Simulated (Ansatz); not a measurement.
# Preparing BaLa2S4 (I-42d) as a host crystal

Before any defect goes in: BaLa2S4 (I-42d) at rest, and how it screens a charge.

Calculated with Ansatz 0.2.0; plane-wave PAW DFT, PBEsol; relaxation of the host's cell and atoms, in the first sound run; inputs show where later runs differ.

### 1. The starting structure

Symmetry: I-42d, No. 122, tetragonal system. Conventional cell: a = 8.995 Å, b = 8.995 Å, c = 8.935 Å, α = 90.00°, β = 90.00°, γ = 90.00°. Nearest to Ba lie 8 S at 3.11 to 3.27 Å. Nearest to La lie 8 S at 2.91 to 3.25 Å. Nearest to S lie 4 La at 2.91 to 3.25 Å and 2 Ba at 3.11 to 3.27 Å. Farther neighbours and most contacts between anions are not listed.

### 2. Host cell relaxation

Lattice and positions are set free, within the symmetry that the program keeps.

File cell/input.yaml:

```yaml
crystal:
  lattice:
    - [-4.4974048, 4.4974048, 4.4676714]
    - [4.4974048, -4.4974048, 4.4676714]
    - [4.4974048, 4.4974048, -4.4676714]
  atoms:
    - { symbol: Ba, position: [0.25, 0.75, 0.5] }
    - { symbol: Ba, position: [0.5, 0.5, 0.0] }
    - { symbol: La, position: [0.375, 0.24994558, 0.37494558] }
    - { symbol: La, position: [0.75005442, 0.125, 0.12505442] }
    - { symbol: La, position: [0.875, 5.442e-05, 0.62505442] }
    - { symbol: La, position: [0.99994558, 0.625, 0.87494558] }
    - { symbol: S, position: [0.64051837, 0.23334472, 0.74596097] }
    - { symbol: S, position: [0.48738375, 0.8945574, 0.25403903] }
    - { symbol: S, position: [0.26261625, 0.01665528, 0.90717365] }
    - { symbol: S, position: [0.6445574, 0.73738375, 0.75403903] }
    - { symbol: S, position: [0.98334472, 0.89051837, 0.24596097] }
    - { symbol: S, position: [0.1054426, 0.35948163, 0.59282635] }
    - { symbol: S, position: [0.76665528, 0.51261625, 0.40717365] }
    - { symbol: S, position: [0.10948163, 0.3554426, 0.09282635] }
basis:
  ecutwfc: 420
  xc_grid: 2
hamiltonian:
  xc: pbesol
kpoints:
  mp_grid: { grid: [5, 5, 5] }
scf:
  occupations: { method: fixed }
  max_iter: 100
relax:
  f_tol: 0.005
  max_steps: 60
  cell: {}
output:
  forces: true
  stress: true
checkpoint:
  write: "../cell.run"
  compress: false
  write_wavefunctions: false
  write_every: 100000
```

Started as:

```
$ ansatz run input.yaml --threads 4 --pin off --max-ram 7536MiB --backend cpu --events-out ev --progress --plain --runs-dir out
```

Numbers of over 12 decimals in the logs are rounded to 6 here.

The log of the run:

```text
[... repeated set-up lines and file paths are left out, and long positions are rounded to six places ...]
Engine: ansatz 0.2.0, x86_64-unknown-linux-gnu
Pseudopotentials: kind: paw
Pseudopotential: Ba, paw, valence charge 10, recommended cutoff 420 eV (normal), Ba.paw.azcp
Pseudopotential: La, paw, valence charge 11, recommended cutoff 420 eV (normal), La.paw.azcp
Pseudopotential: S, paw, valence charge 6, recommended cutoff 420 eV (normal), S.paw.azcp
Functional definition: PBEsol
  exchange = pbesol_x
  correlation = pbesol_c
Crystal: 14 atoms, lattice volume = 361.464 Å³
Basis set: ecut = 420 eV, 6995 PW (Γ), exchange–correlation on 108×108×108 points (8 copies of the dense FFT grid, shifted against one another)
Bands: 70, of which v1, the nominal top of the filled ones, is band 56 counted from 1 (55 counted from 0)
Symmetry: 8 space group operations
Space group: I-42d (ITA 122), of the structure as read, at distance tolerance 7.1e-5 Å
k-points: 18 of 125 (time reversal used)
Non-local potential: Ba, projectors of the file, l = 0: 3, l = 1: 2, l = 2: 2, l = 3: 2
Non-local potential: La, projectors of the file, l = 0: 3, l = 1: 2, l = 2: 2, l = 3: 3
Non-local potential: S, projectors of the file, l = 0: 2, l = 1: 2, l = 2: 2
PAW form: soft (Blöchl's): semilocal exchange-correlation on the pseudo side does not see the compensation charge
PAW frozen core: Ba, regenerated for the run's functional, and the local potential with it (the file was generated under x = pbe(κ = 0.804, μ = 0.219515), c = pbe(β = 0.066725))
PAW frozen core: La, regenerated for the run's functional, and the local potential with it (the file was generated under x = pbe(κ = 0.804, μ = 0.219515), c = pbe(β = 0.066725))
PAW frozen core: S, regenerated for the run's functional, and the local potential with it (the file was generated under x = pbe(κ = 0.804, μ = 0.219515), c = pbe(β = 0.066725))
PAW one-centre angular grid: Ba, 194 points (default); XC on 64 Gauss nodes
PAW one-centre angular grid: La, 590 points (default); XC on 64 Gauss nodes
PAW one-centre angular grid: S, 110 points (default); XC on 64 Gauss nodes
Initial density: superposition of atomic densities (neutral atoms: chi_scale 0, normalization atom), corrected by the library's trained network
Initial wavefunctions: pseudopotential atomic-orbital guess
Functional: x = pbesol(κ = 0.804, μ = 0.123457), c = pbesol(β = 0.046)
SCF iter   1: F=—  HF=-43480.487037 eV  |F-HF|=—  |Δ(HF+E_count)|=         —  Δρ=5.46e-3  dr2=1.73e-1  ethr=1.77e-3  ⟨swp⟩=6.6  Hψ=4995  notcnv=0  defer=184
preconditioner: auto → Resta (q_TF=auto, 2.244 Å⁻¹)  ε∞=4.6  [insulator: Δε(μ)=1.952 eV  Ē_g=10.306 eV  n_scr=78 (ndim 8)  ℏωp=19.5 eV  f_vac=0.000  ε∞_Penn≈4.6]
SCF iter   2: F=—  HF=-43480.452660 eV  |F-HF|=—  |Δ(HF+E_count)|=   3.44e-2  Δρ=2.01e-3  dr2=1.63e-2  ethr=1.55e-4  ⟨swp⟩=3.8  Hψ=1964  notcnv=0  defer=214
SCF iter   3: F=—  HF=-43480.452158 eV  |F-HF|=—  |Δ(HF+E_count)|=   5.02e-4  Δρ=8.08e-4  dr2=2.12e-3  ethr=1.45e-5  ⟨swp⟩=4.0  Hψ=2149  notcnv=0  defer=162
automatic band count: iteration 3 solves 67 bands in place of 70: the levels show a gap, and the empty bands left out lie too high to hold charge; the band table lists the bands solved (type scf.n_extra_bands for more)
SCF iter   4: F=—  HF=-43480.452601 eV  |F-HF|=—  |Δ(HF+E_count)|=   4.43e-4  Δρ=1.57e-4  dr2=1.14e-4  ethr=1.89e-6  ⟨swp⟩=2.3  Hψ=2146  notcnv=0  defer=162
SCF iter   5: F=—  HF=-43480.452652 eV  |F-HF|=—  |Δ(HF+E_count)|=   5.12e-5  Δρ=3.63e-5  dr2=6.37e-6  ethr=1.02e-7  ⟨swp⟩=2.0  Hψ=1562  notcnv=0  defer=160
SCF iter   6: F=—  HF=-43480.452538 eV  |F-HF|=—  |Δ(HF+E_count)|=   1.14e-4  Δρ=8.57e-6  dr2=5.05e-7  ethr=5.68e-9  ⟨swp⟩=2.0  Hψ=1689  notcnv=0  defer=152
SCF iter   7: F=-43480.452538 eV  HF=-43480.452538 eV  |F-HF|=6.08e-9  |Δ(HF+E_count)|=   1.32e-7  Δρ=1.89e-6  dr2=1.34e-8  ethr=8.93e-11  ⟨swp⟩=5.0  Hψ=5298  notcnv=0
SCF 1 converged in 7 iterations: F = -43480.452538 eV  dr2 = 1.34e-8
  greatest PAW one-centre occupation: 0.972 electrons in one spin orbital (limit 2), on the La atom at site 5 (counted from 0), in its partial waves of l = 0
relax step   1: F+E_penalty+E_count = -43480.45253829 eV  Δ(F+E_penalty+E_count) = +0.000e0 eV  max|allowed force component| = 4.637e-2 eV/Å  Δτ_max = 0.0000 Å  P = -3.302 GPa  Ω = 361.464 Å³  (7 SCF iters, dr2 threshold 1.00e-7 eV, accepted)
[... the SCF cycles and remarks between the steps are left out from here to the last step ...]
relax step   2: F+E_penalty+E_count = -43480.45562013 eV  Δ(F+E_penalty+E_count) = -3.082e-3 eV  max|allowed force component| = 1.777e-1 eV/Å  Δτ_max = 0.0236 Å  P = +4.019 GPa  Ω = 326.952 Å³  energy of the carried Pulay correction = +6.257e-4 eV  (6 SCF iters, dr2 threshold 1.40e-6 eV, accepted)
relax step   3: F+E_penalty+E_count = -43480.66169774 eV  Δ(F+E_penalty+E_count) = -2.061e-1 eV  max|allowed force component| = 6.732e-2 eV/Å  Δτ_max = 0.0212 Å  P = -0.234 GPa  Ω = 343.871 Å³  energy of the carried Pulay correction = +3.113e-4 eV  (5 SCF iters, dr2 threshold 1.40e-6 eV, accepted)
relax step   4: F+E_penalty+E_count = -43480.66774740 eV  Δ(F+E_penalty+E_count) = -6.050e-3 eV  max|allowed force component| = 3.103e-2 eV/Å  Δτ_max = 0.0122 Å  P = -0.065 GPa  Ω = 342.597 Å³  energy of the carried Pulay correction = +3.344e-4 eV  (5 SCF iters, dr2 threshold 2.83e-7 eV, accepted)
relax step   5: F+E_penalty+E_count = -43480.67025183 eV  Δ(F+E_penalty+E_count) = -2.504e-3 eV  max|allowed force component| = 9.573e-3 eV/Å  Δτ_max = 0.0113 Å  P = +0.082 GPa  Ω = 341.380 Å³  energy of the carried Pulay correction = +3.566e-4 eV  (6 SCF iters, dr2 threshold 6.02e-8 eV, accepted)
relax step   6: F+E_penalty+E_count = -43480.67042520 eV  Δ(F+E_penalty+E_count) = -1.734e-4 eV  max|allowed force component| = 3.514e-4 eV/Å  Δτ_max = 0.0027 Å  P = -0.001 GPa  Ω = 341.701 Å³  energy of the carried Pulay correction = +3.508e-4 eV  (5 SCF iters, dr2 threshold 2.58e-8 eV, accepted)
Initial wavefunctions: pseudopotential atomic-orbital guess (no wavefunctions were taken with the density)
iter 1 solved again at ethr=2.66e-7 eV; its pass at ethr=3.10e-3 eV (dr2=2.98e-4 eV) is discarded
SCF iter   1: F=—  HF=-43480.670184 eV  |F-HF|=—  |Δ(HF+E_count)|=         —  Δρ=1.29e-5  dr2=6.35e-8  ethr=2.66e-7  ⟨swp⟩=3.2  Hψ=8105  notcnv=0  defer=215
eigensolver tolerance schedule: the retry pair's looser diagonalisation over-reported the residual by 4694.29 of it (diagonalisation noise at 0.68 of the residual, at the tolerance the schedule requests for it); [...]
SCF iter   2: F=—  HF=-43480.670100 eV  |F-HF|=—  |Δ(HF+E_count)|=   8.40e-5  Δρ=6.70e-6  dr2=1.97e-8  ethr=5.67e-11  ⟨swp⟩=3.1  Hψ=2801  notcnv=0  defer=213
SCF iter   3: F=—  HF=-43480.670100 eV  |F-HF|=—  |Δ(HF+E_count)|=   8.23e-8  Δρ=1.16e-6  dr2=3.40e-9  ethr=1.76e-11  ⟨swp⟩=2.1  Hψ=2090  notcnv=0  defer=213
SCF iter   4: F=—  HF=-43480.670100 eV  |F-HF|=—  |Δ(HF+E_count)|=  4.73e-10  Δρ=2.23e-7  dr2=3.49e-10  ethr=3.04e-12  ⟨swp⟩=2.0  Hψ=1815  notcnv=0  defer=213
SCF iter   5: F=-43480.670100 eV  HF=-43480.670100 eV  |F-HF|=1.46e-11  |Δ(HF+E_count)|=  6.55e-11  Δρ=9.42e-8  dr2=5.05e-11  ethr=1.00e-12  ⟨swp⟩=4.1  Hψ=4344  notcnv=0
SCF 7 converged in 5 iterations: F = -43480.670100 eV  dr2 = 5.05e-11
relax step   7: F+E_penalty+E_count = -43480.67010025 eV  Δ(F+E_penalty+E_count) = +3.249e-4 eV  max|allowed force component| = 3.703e-4 eV/Å  Δτ_max = 0.0000 Å  P = -0.001 GPa  Ω = 341.701 Å³  stress off target by 8.84e-3 GPa  SCF on the basis re-selected at this cell (its energy is not comparable with the rows above)  (5 SCF iters)
basis re-selected at this cell: Δ(F+E_penalty+E_count) = +3.249e-4 eV, ΔP = +0.000 GPa vs the last step (what re-selecting the basis moved, of the pressure what is left beyond the Pulay correction that the steps carried, after the strain that the cell walked [...]
SCF converged after 5 iterations
Free energy (F): -43480.670100 eV
Harris-Foulkes:  -43480.670100 eV  (|F-HF|=1.46e-11)
Internal energy: -43480.670100 eV  (E = F + TS)
E sigma→0 (E₀):  -43480.670100 eV
Fermi energy:    8.933649 eV
--- Per-component energies (eV) ---
  E_band       = -113.479571
  E_kinetic    = 1967.837051
  E_local      = -2332.221822  (includes V_loc(G=0)·N_el)
  E_nonlocal   = 737.244173
  E_hartree    = 731.757177
  E_xc         = -1665.391585
  E_vxc        = -1571.436724  (∫ρ·V_xc dr)
  E_paw        = -36272.771478  (= ΣΔE_a)
  E_vpaw       = -378.416726  (= ΣTr[D̂ρ^β])
  E_aug_tail   = 0.000008  (compensation charges beyond the density's cutoff)
  E_ewald      = -6648.600122
  E_core_change = 1.476499  (= ΣΔE_core)
  E_smearing   = -0.000000  (= −TS)
  E_closure    = 0.000000  (closes the sum)
  Σ components = -43480.670100   (vs F -43480.670100, Δ=0.00e0)
--- Forces (eV/Å), atoms counted from 1 ---
  atom   1  Ba     0.00000000     0.00000000    -0.00000000
  atom   2  Ba     0.00000000     0.00000000    -0.00000000
  atom   3  La     0.00037025     0.00000000    -0.00000000
  atom   4  La    -0.00000000    -0.00037025     0.00000000
  atom   5  La    -0.00037025     0.00000000     0.00000000
  atom   6  La    -0.00000000     0.00037025    -0.00000000
  atom   7  S     -0.00003754     0.00018692     0.00010346
  atom   8  S      0.00003754    -0.00018692     0.00010346
  atom   9  S      0.00003754     0.00018692    -0.00010346
  atom  10  S     -0.00018692     0.00003754     0.00010346
  atom  11  S      0.00018692    -0.00003754     0.00010346
  atom  12  S     -0.00018692    -0.00003754    -0.00010346
  atom  13  S      0.00018692     0.00003754    -0.00010346
  atom  14  S     -0.00003754    -0.00018692    -0.00010346
  max |Σ_I F_I| component: 3.30e-17 eV/Å
--- Stress (GPa, compression-positive) ---
        0.003670       0.000000       0.000000
        0.000000       0.003670      -0.000000
        0.000000      -0.000000      -0.008841
  P = ⅓ Tr σ = -0.0005 GPa (-0.005 kbar)
--- Relaxed structure (6 steps of the walk, 6 accepted, 1 SCFs on fresh bases) ---
  F+E_penalty+E_count = -43480.67010025 eV   max|allowed force component| = 3.703e-4 eV/Å   (the final SCF, on the basis selected at the relaxed cell)
  cell:  # Å, volume = 341.7011 Å³
    - [-4.411208, 4.411208, 4.390069]
    - [4.411208, -4.411208, 4.390069]
    - [4.411208, 4.411208, -4.390069]
  atoms:
    - { symbol: Ba, position: [0.250000, 0.75, 0.500000] }
    - { symbol: Ba, position: [0.500000, 0.500000, 0] }
    - { symbol: La, position: [0.375, 0.252637, 0.377637] }
    - { symbol: La, position: [0.747363, 0.125000, 0.122363] }
    - { symbol: La, position: [0.875000, -0.002637, 0.622363] }
    - { symbol: La, position: [1.002637, 0.625, 0.877637] }
    - { symbol: S, position: [0.639601, 0.227634, 0.746699] }
    - { symbol: S, position: [0.480935, 0.892902, 0.253301] }
    - { symbol: S, position: [0.269065, 0.022366, 0.911967] }
    - { symbol: S, position: [0.642902, 0.730935, 0.753301] }
    - { symbol: S, position: [0.977634, 0.889601, 0.246699] }
    - { symbol: S, position: [0.107098, 0.360399, 0.588033] }
    - { symbol: S, position: [0.772366, 0.519065, 0.411967] }
    - { symbol: S, position: [0.110399, 0.357098, 0.088033] }
```

Wall time 69 s (4 threads of Intel Xeon Platinum 8175M at 2.50GHz (Skylake/Cascade Lake), shared host); peak memory 1.1 GiB; 4.5 min of CPU time.

Relaxation path:

| step | energy less that of the first step (eV) | largest force component (eV/Å) | pressure (GPa) | volume (Å³) |
| --- | --- | --- | --- | --- |
| 1 | 0.0000 | 0.0464 | -3.30 | 361.46 |
| 2 | -0.0031 | 0.1777 | 4.02 | 326.95 |
| 3 | -0.2092 | 0.0673 | -0.23 | 343.87 |
| 4 | -0.2152 | 0.0310 | -0.06 | 342.60 |
| 5 | -0.2177 | 0.0096 | 0.08 | 341.38 |
| 6 | -0.2179 | 0.0004 | 0.00 | 341.70 |
| 7* | -0.2176 | 0.0004 | 0.00 | 341.70 |

Relaxation steps marked * repeat the geometry before them on a plane-wave basis chosen anew for their cell, so energy and pressure can jump there.

Forces are held to the 8 operations that the run works with; a distortion that breaks them can't arise in this run.

| conventional cell, symmetrised | before | after | change |
| --- | --- | --- | --- |
| a (Å) | 8.995 | 8.822 | -1.9 % |
| b (Å) | 8.995 | 8.822 | -1.9 % |
| c (Å) | 8.935 | 8.780 | -1.7 % |
| volume (Å³/atom) | 25.82 | 24.41 | -5.5 % |

The atoms that moved most (Å, as changes of fractional coordinates times the final cell):

| atom | dx | dy | dz | length |
| --- | --- | --- | --- | --- |
| S13 | 0.024 | 0.018 | 0.032 | 0.044 |
| S7 | -0.018 | 0.024 | -0.032 | 0.044 |
| S10 | -0.024 | 0.018 | -0.032 | 0.044 |
| S14 | -0.018 | -0.024 | 0.032 | 0.044 |
| S9 | 0.018 | 0.024 | 0.032 | 0.044 |
| S8 | 0.018 | -0.024 | -0.032 | 0.044 |
| S12 | -0.024 | -0.018 | 0.032 | 0.044 |
| S11 | 0.024 | -0.018 | -0.032 | 0.044 |

Numbers from this step:

* pressure: -5.00e-4 GPa

The relaxation ends with a largest force component of 3.7e-4 eV/Å and a pressure of 0.00 GPa.

(Part 1 of 4 ends here.)

[Logs are printed without paths, hosts, clocks, repeated set-up lines and the standing remarks that a program may print on its own settings, such as how far it seeks lower states.]

[Hosts, paths, dates, database ids (printed as entryN), source tags and the programs' standing remarks are cut or masked in the printed files.]

[Runs of the host that timed out are not shown.]

[For some hosts the program warned that the k-mesh of the response run may be too coarse for force constants and the static dielectric constant; such warnings are not always shown.]
